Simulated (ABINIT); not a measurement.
An input for ABINIT 10.8.3 (Diamond (Fd-3m, 2 atoms a cell)):

```
acell 3*1.0 Angstrom
rprim 
  -0.000000000000 1.783370000000 1.783370000000
  1.783370000000 0.000000000000 1.783370000000
  1.783370000000 1.783370000000 0.000000000000
ntypat 1
znucl 6
natom 2
typat 1 1
xred 
  -0.000000000000 0.000000000000 -0.000000000000
  0.250000000000 0.250000000000 0.250000000000
pp_dirpath "pseudos"
pseudos "C.upf"
ecut 37
ngkpt 6 6 6
nshiftk 1
shiftk 0 0 0
kptopt 1
chksymbreak 0
istwfk *1
occopt 1
irdwfk 1
optdriver 4
nband 33
gwcalctyp 10
ecutsigx 37
symsigma 1
nkptgw 16
kptgw 
  0.0000000000 0.0000000000 0.0000000000
  0.1666666667 0.0000000000 0.0000000000
  0.3333333333 0.0000000000 0.0000000000
  0.5000000000 0.0000000000 0.0000000000
  0.1666666667 0.1666666667 0.0000000000
  0.3333333333 0.1666666667 0.0000000000
  0.5000000000 0.1666666667 0.0000000000
  -0.3333333333 0.1666666667 0.0000000000
  -0.1666666667 0.1666666667 0.0000000000
  0.3333333333 0.3333333333 0.0000000000
  0.5000000000 0.3333333333 0.0000000000
  -0.3333333333 0.3333333333 0.0000000000
  0.5000000000 0.5000000000 0.0000000000
  0.5000000000 0.3333333333 0.1666666667
  -0.3333333333 0.3333333333 0.1666666667
  -0.3333333333 0.5000000000 0.1666666667
bdgw 
  1 8
  1 8
  1 8
  1 8
  1 8
  1 8
  1 8
  1 8
  1 8
  1 8
  1 8
  1 8
  1 8
  1 8
  1 8
  1 8
ecuteps 4.8
irdscr 1
ppmodel 1
irdqps 1
indata_prefix "in"
outdata_prefix "out"
tmpdata_prefix "tmp"
```

```sh
OMP_NUM_THREADS=1 mpirun -n 4 abinit run.abi > log
```

Q: How long will it take on 4 MPI ranks of Intel Xeon Platinum 8488C (Sapphire Rapids), shared host, and how much memory?

It took 19 s; on shared hardware allow 9.4 s to 38 s. Peak host memory was 0.68 GiB.

[Paths, hosts, dates, memory and timing lines, banners, echoed tables and standing remarks are left out of the program output.]

[Logs are printed without paths, hosts, clocks, repeated set-up lines and the standing remarks that a program may print on its own settings, such as how far it seeks lower states.]

[Runs of the session that timed out or met a known fault of the program may be left out.]

[Hosts, paths, dates, database ids (printed as entryN), source tags and the programs' standing remarks are cut or masked in the printed files.]

[G0W0 gaps are taken among the corrected bands and points alone; a level outside them can change the order at an edge.]

[Where Ansatz stands beside ABINIT at settings called matched, ABINIT's density can come from a denser mesh and the files from another edition; pairs whose starting gaps differed by over 0.03 eV were left out, so agreement reads better than it is.]
